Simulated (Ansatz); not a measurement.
# Na on Cu(111): change of the work function, part 3 of 3

Wanted: Δφ(θ) for Na/Cu(111), starting from the fcc site.

Ansatz 0.2.0; plane-wave DFT, PBE, Ansatz PAW.

So far, work function, upper face (eV): step 2 (the clean slab) 4.79; step 3 (37 atoms, coverage 0.111 ML, cell 3x3) 2.41.

### 4. Adsorbate added, k-mesh 6×6×1, coverage 0.25 ML

System of this step: Na/Cu(111). The cell holds 17 atoms: 16 Cu and 1 Na. Cell: a = 5.105 Å, b = 5.105 Å, c = 26.945 Å, α = 90.0°, β = 90.0°, γ = 60.0°. Vacuum lies along c.

Another coverage, to see how the dipoles act on each other as their distance changes.

The input, input.yaml:

```yaml
crystal:
  lattice:
    - [5.1053109602, 1.0e-10, 0.0]
    - [2.5526554801, 4.4213289858, 0.0]
    - [0.0, 0.0, 26.9451372026]
  atoms:
    - { symbol: Cu, position: [0.0, 0.0, 0.3340120309] }
    - { symbol: Cu, position: [0.1666666667, 0.1666666667, 0.4113630741] }
    - { symbol: Cu, position: [0.3333333333, 0.3333333333, 0.4887141173] }
    - { symbol: Cu, position: [0.0, 0.0, 0.5660651605] }
    - { symbol: Cu, position: [0.0, 0.5, 0.3340120309] }
    - { symbol: Cu, position: [0.1666666667, 0.6666666667, 0.4113630741] }
    - { symbol: Cu, position: [0.3333333333, 0.8333333333, 0.4887141173] }
    - { symbol: Cu, position: [0.0, 0.5, 0.5660651605] }
    - { symbol: Cu, position: [0.5, 0.0, 0.3340120309] }
    - { symbol: Cu, position: [0.6666666667, 0.1666666667, 0.4113630741] }
    - { symbol: Cu, position: [0.8333333333, 0.3333333333, 0.4887141173] }
    - { symbol: Cu, position: [0.5, 0.0, 0.5660651605] }
    - { symbol: Cu, position: [0.5, 0.5, 0.3340120309] }
    - { symbol: Cu, position: [0.6666666667, 0.6666666667, 0.4113630741] }
    - { symbol: Cu, position: [0.8333333333, 0.8333333333, 0.4887141173] }
    - { symbol: Cu, position: [0.5, 0.5, 0.5660651605] }
    - { symbol: Na, position: [0.1666666667, 0.1666666667, 0.6659879691] }
kpoints:
  mp_grid: { grid: [6, 6, 1] }
hamiltonian:
  xc: pbe
scf:
  occupations: { method: fermi_dirac, width: 0.1 }
  convergence: { dr2_threshold: 1.0e-08 }
efield:
  axis: 3
  dipole_correction: true
  ramp_position: 0.97
  ramp_width: 0.06
relax:
  f_tol: 0.02
  max_steps: 60
  constraints: [{ sites: [0, 1, 4, 5, 8, 9, 12, 13] }]
output:
  dos: { projected: true, e_range: [-8, 4] }
  write_potential: true
  write_density: true
  volumetric_format: npy
  elf: true
```

Run with:

```
$ ansatz run input.yaml --threads 4 --pin off --max-ram 16384MiB --backend cpu --events-out ev --progress --plain --runs-dir out
```

Standard output:

```text
[...]
Crystal: 17 atoms, lattice volume = 608.213 Å³
Basis set: ecut = 420 eV, 11989 PW (Γ), exchange–correlation on 72×72×384 points (8 copies of the dense FFT grid, shifted against one another)
Bands: 188, of which v1, the nominal top of the filled ones, is band 157 counted from 1 (156 counted from 0)
Symmetry: 6 space group operations
[...]
k-points: 7 of 36 (time reversal used)
[...]
SCF iter   1: F=—  HF=-107486.039757 eV  |F-HF|=—  |Δ(HF+E_count)|=         —  Δρ=1.92e-3  dr2=2.14e-1  ethr=1.77e-3  p=0.327 e·Å  D=9.74e-2 V/Å  ΔV_dip=-2.62 eV  dr2_dipole=9.99e-2  V_vac-E_F(+/−)=2.11/4.73 eV  ⟨swp⟩=6.6  Hψ=5180  notcnv=0  defer=98
[...]
SCF iter  14: F=-107486.052156 eV  HF=-107486.052156 eV  |F-HF|=3.78e-10  |Δ(HF+E_count)|=   1.66e-8  Δρ=3.88e-7  dr2=1.11e-9  ethr=3.19e-12  p=0.329 e·Å  D=9.78e-2 V/Å  ΔV_dip=-2.63 eV  dr2_dipole=6.93e-11  V_vac-E_F(+/−)=2.14/4.78 eV  ⟨swp⟩=15.3  Hψ=9757  notcnv=0
SCF 1 converged in 14 iterations: F = -107486.052156 eV  dr2 = 1.11e-9
[...]
relax step   1: F+E_penalty+E_count = -107486.05215647 eV  Δ(F+E_penalty+E_count) = +0.000e0 eV  max|allowed force component| = 4.223e-1 eV/Å  Δτ_max = 0.0000 Å  (14 SCF iters, accepted)
[...]
SCF iter  11: F=-107486.083910 eV  HF=-107486.083910 eV  |F-HF|=5.15e-9  |Δ(HF+E_count)|=   1.06e-8  Δρ=5.94e-7  dr2=2.13e-9  ethr=3.19e-12  p=0.336 e·Å  D=1.00e-1 V/Å  ΔV_dip=-2.70 eV  dr2_dipole=1.87e-11  V_vac-E_F(+/−)=2.08/4.78 eV  ⟨swp⟩=8.6  Hψ=7844  notcnv=0
SCF 2 converged in 11 iterations: F = -107486.083910 eV  dr2 = 2.13e-9
relax step   2: F+E_penalty+E_count = -107486.08391040 eV  Δ(F+E_penalty+E_count) = -3.175e-2 eV  max|allowed force component| = 3.317e-1 eV/Å  Δτ_max = 0.0796 Å  (11 SCF iters, accepted)
SCF iter   1: F=—  HF=-107486.120533 eV  |F-HF|=—  |Δ(HF+E_count)|=         —  Δρ=1.60e-3  dr2=1.45e-2  ethr=4.32e-5  p=0.336 e·Å  D=1.00e-1 V/Å  ΔV_dip=-2.70 eV  dr2_dipole=1.05e-3  V_vac-E_F(+/−)=2.09/4.78 eV  ⟨swp⟩=5.4  Hψ=3411  notcnv=0  defer=116
[...]
SCF iter  11: F=-107486.116164 eV  HF=-107486.116164 eV  |F-HF|=1.14e-9  |Δ(HF+E_count)|=   1.98e-8  Δρ=1.33e-6  dr2=7.18e-9  ethr=3.19e-12  p=0.347 e·Å  D=1.03e-1 V/Å  ΔV_dip=-2.78 eV  dr2_dipole=1.10e-10  V_vac-E_F(+/−)=2.00/4.79 eV  ⟨swp⟩=13.4  Hψ=9488  notcnv=0
SCF 3 converged in 11 iterations: F = -107486.116164 eV  dr2 = 7.18e-9
[...]
relax step   3: F+E_penalty+E_count = -107486.11616418 eV  Δ(F+E_penalty+E_count) = -3.225e-2 eV  max|allowed force component| = 1.529e-1 eV/Å  Δτ_max = 0.1200 Å  (11 SCF iters, accepted)
[...]
relax step   4: F+E_penalty+E_count = -107486.12142419 eV  Δ(F+E_penalty+E_count) = -5.260e-3 eV  max|allowed force component| = 5.632e-2 eV/Å  Δτ_max = 0.0962 Å  (10 SCF iters, accepted)
SCF iter   1: F=—  HF=-107486.122085 eV  |F-HF|=—  |Δ(HF+E_count)|=         —  Δρ=1.68e-4  dr2=4.61e-4  ethr=9.63e-7  p=0.354 e·Å  D=1.05e-1 V/Å  ΔV_dip=-2.84 eV  dr2_dipole=1.47e-5  V_vac-E_F(+/−)=1.95/4.79 eV  ⟨swp⟩=3.3  Hψ=2701  notcnv=0  defer=105
[...]
SCF iter   9: F=-107486.122145 eV  HF=-107486.122145 eV  |F-HF|=7.86e-10  |Δ(HF+E_count)|=   7.16e-9  Δρ=4.35e-7  dr2=1.97e-9  ethr=3.19e-12  p=0.353 e·Å  D=1.05e-1 V/Å  ΔV_dip=-2.83 eV  dr2_dipole=7.63e-13  V_vac-E_F(+/−)=1.96/4.79 eV  ⟨swp⟩=6.7  Hψ=8234  notcnv=0
SCF 5 converged in 9 iterations: F = -107486.122145 eV  dr2 = 1.97e-9
relax step   5: F+E_penalty+E_count = -107486.12214453 eV  Δ(F+E_penalty+E_count) = -7.203e-4 eV  max|allowed force component| = 3.234e-3 eV/Å  Δτ_max = 0.0204 Å  (9 SCF iters, accepted)
[...]
WARN: The output density's exchange-correlation potential varies sharply where the density is thin. Do not read a vacuum level from v_tot or v_xc, or from such a field of the output density. On a cell that repeats whose density bears no net charge and no dipole along the vacuum's axis use v_es (v_loc + v_h of the components); under efield.dipole_correction with no amplitude use v_es + v_field, which holds any externa [...]
SCF converged after 9 iterations
Free energy (F): -107486.122145 eV
[...]
Internal energy: -107485.925992 eV  (E = F + TS)
E sigma→0 (E₀):  -107486.024068 eV
Entropy (-TS):   -0.196152 eV (-11.538 meV/atom)
Fermi energy:    3.250110 eV
Dipole field:    D = 0.105003 V/Å  (p = 0.352935 e·Å, saw-weighted, corrected)
Work function:   Φ+ = 1.9638 eV   Φ− = 4.7931 eV
[...]
--- Forces (eV/Å), atoms counted from 1 ---
  atom   1  Cu    -0.00198734    -0.00114739     0.00757337
  atom   2  Cu     0.00000000    -0.00000000     0.03565031
  atom   3  Cu    -0.00003238    -0.00001870    -0.00044751
  atom   4  Cu    -0.00061748    -0.00035650    -0.00047623
  atom   5  Cu    -0.00000000     0.00229478     0.00757337
  atom   6  Cu     0.01641803    -0.00947896    -0.02191682
  atom   7  Cu    -0.00000000     0.00003739    -0.00044751
  atom   8  Cu    -0.00000000     0.00071301    -0.00047623
  atom   9  Cu     0.00198734    -0.00114739     0.00757337
  atom  10  Cu    -0.00000000     0.01895791    -0.02191682
  atom  11  Cu     0.00003238    -0.00001870    -0.00044751
  atom  12  Cu     0.00061748    -0.00035650    -0.00047623
  atom  13  Cu     0.00000000    -0.00000000     0.00698349
  atom  14  Cu    -0.01641803    -0.00947896    -0.02191682
  atom  15  Cu    -0.00000000     0.00000000     0.00025090
  atom  16  Cu    -0.00000000     0.00000000    -0.00027184
  atom  17  Na    -0.00000000     0.00000000     0.00323409
  max |Σ_I F_I| component: 4.54e-5 eV/Å
--- Band table (eV; the first three rows and the last of 7) ---
  k-point 0: bands = [... 153 lower, 2.9308, 2.9342, 2.9342, 3.5877, 3.9130, 3.9322, 3.9322, 4.4812, ... 27 higher]
  k-point 1: bands = [... 153 lower, 2.5378, 3.0135, 3.0172, 3.0538, 3.6602, 3.6789, 3.8272, 3.8853, ... 27 higher]
  k-point 2: bands = [... 153 lower, 2.6611, 2.7194, 3.0710, 3.0737, 3.6231, 3.6306, 3.8945, 4.7203, ... 27 higher]
  k-point 6: bands = [... 153 lower, 1.5902, 2.4000, 2.4206, 2.4284, 4.1300, 4.2150, 4.2461, 5.3226, ... 27 higher]
--- Relaxed structure (5 steps of the walk, 5 accepted, 0 SCFs on fresh bases) ---
  F+E_penalty+E_count = -107486.12214453 eV   max|allowed force component| = 3.234e-3 eV/Å
  atoms:
    - { symbol: Cu, position: [-1.795949e-17, -1.795949e-17, 0.334012] }
    - { symbol: Cu, position: [0.166667, 0.166667, 0.411363] }
    - { symbol: Cu, position: [0.334076, 0.334076, 0.488730] }
    - { symbol: Cu, position: [-0.00111253, -0.00111253, 0.565320] }
    - { symbol: Cu, position: [-2.775558e-17, 0.500000, 0.334012] }
    - { symbol: Cu, position: [0.166667, 0.666667, 0.411363] }
    - { symbol: Cu, position: [0.334076, 0.831848, 0.488730] }
    - { symbol: Cu, position: [-0.00111253, 0.502225, 0.565320] }
    - { symbol: Cu, position: [0.500000, -1.795949e-17, 0.334012] }
    - { symbol: Cu, position: [0.666667, 0.166667, 0.411363] }
    - { symbol: Cu, position: [0.831848, 0.334076, 0.488730] }
    - { symbol: Cu, position: [0.502225, -0.00111253, 0.565320] }
    - { symbol: Cu, position: [0.500000, 0.500000, 0.334012] }
    - { symbol: Cu, position: [0.666667, 0.666667, 0.411363] }
    - { symbol: Cu, position: [0.833333, 0.833333, 0.488020] }
    - { symbol: Cu, position: [0.500000, 0.500000, 0.568821] }
    - { symbol: Na, position: [0.166667, 0.166667, 0.655768] }
```

Run time: 2.7 min. Hardware: 4 threads of Arm Neoverse V1, shared host; peak memory 2.8 GiB; 11 min of CPU time.

Step by step:

```tsv
step	energy less that of the first step (eV)	largest force component (eV/Å)
1	0.0000	0.4223
2	-0.0318	0.3317
3	-0.0640	0.1529
4	-0.0693	0.0563
5	-0.0700	0.0032
```

Forces are held to the 6 operations that the program found; a distortion that breaks them can't arise in this run.

The atoms that moved most (Å):

```tsv
atom	dx	dy	dz	length
Na17	0.000	0.000	-0.275	0.275
Cu16	0.000	0.000	0.074	0.074
Cu4	-0.009	-0.005	-0.020	0.022
Cu12	0.009	-0.005	-0.020	0.022
Cu8	0.000	0.010	-0.020	0.022
Cu15	0.000	0.000	-0.019	0.019
Cu11	-0.006	0.003	0.000	0.007
Cu7	0.000	-0.007	0.000	0.007
```

The relaxed structure:

```cif
data_structure
_symmetry_space_group_name_H-M 'P 1'
_symmetry_Int_Tables_number 1
_cell_length_a 5.1053
_cell_length_b 5.1053
_cell_length_c 26.9451
_cell_angle_alpha 90.000
_cell_angle_beta 90.000
_cell_angle_gamma 60.000
_cell_volume 608.21
loop_
_atom_site_label
_atom_site_type_symbol
_atom_site_fract_x
_atom_site_fract_y
_atom_site_fract_z
_atom_site_occupancy
Cu1 Cu 0.00000 0.00000 0.33401 1
Cu2 Cu 0.16667 0.16667 0.41136 1
Cu3 Cu 0.33408 0.33408 0.48873 1
Cu4 Cu 0.99889 0.99889 0.56532 1
Cu5 Cu 0.00000 0.50000 0.33401 1
Cu6 Cu 0.16667 0.66667 0.41136 1
Cu7 Cu 0.33408 0.83185 0.48873 1
Cu8 Cu 0.99889 0.50223 0.56532 1
Cu9 Cu 0.50000 0.00000 0.33401 1
Cu10 Cu 0.66667 0.16667 0.41136 1
Cu11 Cu 0.83185 0.33408 0.48873 1
Cu12 Cu 0.50223 0.99889 0.56532 1
Cu13 Cu 0.50000 0.50000 0.33401 1
Cu14 Cu 0.66667 0.66667 0.41136 1
Cu15 Cu 0.83333 0.83333 0.48802 1
Cu16 Cu 0.50000 0.50000 0.56882 1
Na17 Na 0.16667 0.16667 0.65577 1
```

Numbers from this step:

| Quantity | Value |
| --- | --- |
| energy at zero smearing | -107486.0241 eV |
| work function, upper face | 1.964 eV |
| work function, lower face | 4.793 eV |
| dipole along the normal | 0.3529 e·Å |
| step between the vacuum levels | -2.829 eV |

Running mean over 2.084 Å of the planar mean; the ramp of the sawtooth is left out. Electron's electrostatic potential energy less the Fermi level against z:

z (Å), electron's electrostatic potential energy less the Fermi level (eV) and a bar from the least value:
```
      3.5       4.79 ##############################
      4.0       4.79 ##############################
      4.5       4.79 ##############################
      5.0       4.79 ##############################
      5.5       4.78 ##############################
      6.0       4.74 ##############################
      6.5       4.60 ##############################
      7.0       4.10 ############################
      7.5       1.99 ########################
      8.0      -2.78 #############
      8.5      -7.13 ####
      9.0      -8.58 #
      9.5      -8.78 
     10.0      -8.81 
     10.5      -8.84 
     11.0      -8.86 
     11.5      -8.86 
     12.0      -8.87 
     12.5      -8.86 
     13.0      -8.85 
     13.5      -8.83 
     14.0      -8.76 
     14.5      -8.74 
     15.0      -8.74 
     15.5      -8.31 #
     16.0      -5.84 #######
     16.5      -1.87 ###############
     17.0       0.25 ####################
     17.5       0.27 ####################
     18.0       0.01 ###################
     18.5       0.25 ####################
     19.0       1.09 ######################
     19.5       1.56 #######################
     20.0       1.76 #######################
     20.5       1.86 ########################
     21.0       1.91 ########################
     21.5       1.94 ########################
     22.0       1.95 ########################
     22.5       1.96 ########################
     23.0       1.96 ########################
     23.5       1.96 ########################
```

The density of states has structure finer than the step of the table below, so its rows give means over 0.25 eV. Peaks (eV: height): -2.890: 115, -2.800: 103, -2.740: 97.0, -2.650: 74.1, -2.380: 96.4, -2.080: 81.5, -1.650: 106.

The density of states by energy, zero at the Fermi level; means over each step:

energy (eV), density of states (states/eV a cell) and a bar:
```
    -7.75          1 
    -7.50          3 
    -7.25          2 
    -7.00          2 
    -6.75          2 
    -6.50          4 #
    -6.25          2 
    -6.00          3 #
    -5.75          3 
    -5.50          7 ##
    -5.25          7 ##
    -5.00          4 #
    -4.75         19 #######
    -4.50         17 ######
    -4.25         35 ############
    -4.00         28 ##########
    -3.75         34 ############
    -3.50         38 ##############
    -3.25         37 #############
    -3.00         70 ##########################
    -2.75         73 ###########################
    -2.50         52 ###################
    -2.25         49 ##################
    -2.00         70 #########################
    -1.75         82 ##############################
    -1.50         35 #############
    -1.25          9 ###
    -1.00          5 #
    -0.75          9 ###
    -0.50          5 #
    -0.25          6 ##
     0.00          5 #
     0.25          7 ##
     0.50          7 ##
     0.75          5 #
     1.00          5 ##
     1.25          5 #
     1.50          7 ##
     1.75          6 ##
```

Projected DOS per atom over height of the atomic layer and energy from the Fermi level. Layers: Cu4 Cu4 Cu4 Cu4 Na from below.

Ten even steps from '0' (0.00 states/eV) to '9' (5.24 states/eV), each cell a mean:
```
00000
00001
00001
00000
00000
00000
00000
33320
97890
75570
96690
45550
33330
24420
12210
01100
00000
00000
00000
00000
00000
00000
```
Columns: height of the atomic layer (Å) from 9 to 17.7 (not evenly spaced); rows upwards: energy from the Fermi level (eV) from -7.96 to 1.95.

Valence density in the ca plane at fractional y = 0.167, with atoms of Cu and Na within 0.2 Å of it. It is the smooth field of the valence electrons, not physical close to the nuclei.

Values in e/Å³, 8 rows by 16 columns, each cell a mean:
```
 1  0  0  0  1  1  1  1  0  0  0  0  0  0  0  0
 0  0  4  1  0  0  0  0  0  0  0  0  0  0  0  0
 0  0 23  6  0  0  0  0  0  0  0  0  0  0  0  0
 0  0  4  1  0  0  0  0  0  0  0  0  0  0  0  0
 1  0  0  0  1  1  1  1  0  0  0  0  0  0  0  0
 0  0  4  1  0  0  0  0  0  2  0  0  0  0  0  0
 0  0 23  6  0  0  0  0  1 11  0  0  0  0  0  0
 0  0  4  1  0  0  0  0  0  2  0  0  0  0  0  0
```
Columns run along c (16.0 Å, from fractional 0.32 to 0.91 of the cell), rows up along a (5.1 Å). Atoms in or near the plane, at fractional coordinates: Cu at (0.41, 0.17), Cu at (0.41, 0.67), Na at (0.66, 0.17).

Electrostatic potential energy in the ca plane at fractional y = 0.167, with atoms of Cu and Na within 0.2 Å of it. With pseudopotentials it is smooth inside the atoms' cores, unlike the true potential.

Values in eV, 8 rows by 16 columns, each cell a mean:
```
-14  -1   2   3 -10  -5  -8  -6   5   3   4   5   6   6   6   6
 -2   1 -20  -9  -1   1   0   1   6   6   6   6   6   6   6   6
  4   2 -39 -23   4   5   5   5   6   6   6   6   6   6   6   6
 -2   1 -21  -9   0   2   0   1   6   6   6   6   6   6   6   6
-14  -1   2   3 -10  -5  -8  -6   5   3   4   5   6   6   6   6
 -2   1 -20  -9  -1   1   1   1   1 -15   1   5   6   6   6   6
  4   2 -39 -23   4   5   5   5  -6 -41  -1   5   6   6   6   6
 -2   1 -21  -9   0   2   1   1   1 -17   1   5   6   6   6   6
```
Columns run along c (16.0 Å, from fractional 0.32 to 0.91 of the cell; values clipped at the 3rd and 97th percentile), rows up along a (5.1 Å). Atoms in or near the plane, at fractional coordinates: Cu at (0.41, 0.17), Cu at (0.41, 0.67), Na at (0.66, 0.17).

ELF in the ca plane at fractional y = 0.167, with atoms of Cu and Na within 0.2 Å of it. It is the smooth field of the valence electrons, not physical close to the nuclei.

Values, 8 rows by 16 columns, each cell a mean:
```
0.18 0.19 0.21 0.22 0.18 0.19 0.18 0.19 0.19 0.04 0.07 0.20 0.09 0.02 0.00 0.00
0.19 0.20 0.24 0.21 0.20 0.20 0.19 0.21 0.25 0.17 0.18 0.15 0.05 0.01 0.00 0.00
0.28 0.24 0.53 0.29 0.27 0.24 0.25 0.28 0.24 0.19 0.18 0.11 0.04 0.01 0.00 0.00
0.19 0.20 0.24 0.21 0.20 0.20 0.19 0.21 0.25 0.18 0.18 0.14 0.05 0.01 0.00 0.00
0.18 0.19 0.21 0.22 0.18 0.19 0.18 0.19 0.19 0.04 0.07 0.20 0.09 0.02 0.00 0.00
0.19 0.20 0.24 0.21 0.20 0.20 0.19 0.22 0.16 0.43 0.07 0.20 0.13 0.03 0.00 0.00
0.28 0.24 0.53 0.29 0.27 0.24 0.25 0.32 0.26 0.46 0.18 0.18 0.15 0.03 0.00 0.00
0.19 0.20 0.24 0.21 0.20 0.20 0.19 0.23 0.16 0.45 0.08 0.20 0.13 0.03 0.00 0.00
```
Columns run along c (16.0 Å, from fractional 0.32 to 0.91 of the cell), rows up along a (5.1 Å). Atoms in or near the plane, at fractional coordinates: Cu at (0.41, 0.17), Cu at (0.41, 0.67), Na at (0.66, 0.17).

The relaxation took 5 steps and lowered the energy by 0.070 eV; the largest force on the free atoms ends at 0.0032 eV/Å.

By hand: a sheet of dipoles makes a step −p/(ε₀A) in the electron's potential. With e/ε₀ = 180.95 V·Å, p = 0.3529 e·Å and A = 22.57 Å², that is −180.95 × (0.3529) / 22.57 = -2.829 eV, and the two vacuum levels of the run differ by -2.829 eV.

The covered face has 1.96 eV, -2.82 eV against the clean one; the bare back face has moved by +0.01 eV, a measure of how thin the slab is.

### 5. Work function against coverage

This step: plane-wave DFT, PBE, Ansatz PAW; work function against coverage (Ansatz 0.2.0).

The runs are now put side by side.

Numbers from this step:

```yaml
work_function_of_the_clean_face: 4.786 eV
largest_change_of_the_work_function: -2.822 eV
```

The work function of the covered face by coverage:

```tsv
coverage (adsorbates/nm²)	work function of the covered face (eV)
0.00	4.79
1.97	2.41
4.43	1.96
```

The dipole per adsorbate comes from the change of the cell's dipole. Coverage, by row:

```tsv
coverage (1/nm²)	coverage (ML)	work function (eV)	change (eV)	dipole per adsorbate, positive end outwards (debye)	mean height of the added atoms over the highest substrate atom (Å)
1.969	0.1111	2.413	-2.373	3.17	2.381
4.43	0.25	1.964	-2.822	1.695	2.343
```

### 6. Summary of results

```
work function of the clean face                        : 4.79 eV
work function at 0.11 ML                               : 2.41 eV
work function at 0.25 ML                               : 1.96 eV
dipole per adsorbate at 0.11 ML, positive end outwards : 3.17 D
```

**Reading.** Na lowers the work function of Cu(111) at the lowest coverage, by 2.37 eV: the adsorbate layer has its positive end outwards. The slab has 4 layers, at the tabulated experimental lattice constant, one starting site was run, and quantum-size effects of a slab this thin can reach one or two tenths of an eV.

[Long decimals in the printed logs are rounded to 6 places.]

[Logs are printed without paths, hosts, clocks, repeated set-up lines and the standing remarks that a program may print on its own settings, such as how far it seeks lower states.]

[Hosts, paths, dates, database ids (printed as entryN), source tags and the programs' standing remarks are cut or masked in the printed files.]

[Maps of the electrostatic potential energy from Ansatz leave out the sawtooth potential of an applied field or a dipole correction, so their vacuum need not be flat; planar profiles and work functions include it.]

[The density of states shown here was stored with 400 of the rows of the run's finer table, so its peaks can read low, often by over a quarter, or be missed, and its means over a window can be off by a tenth or more.]
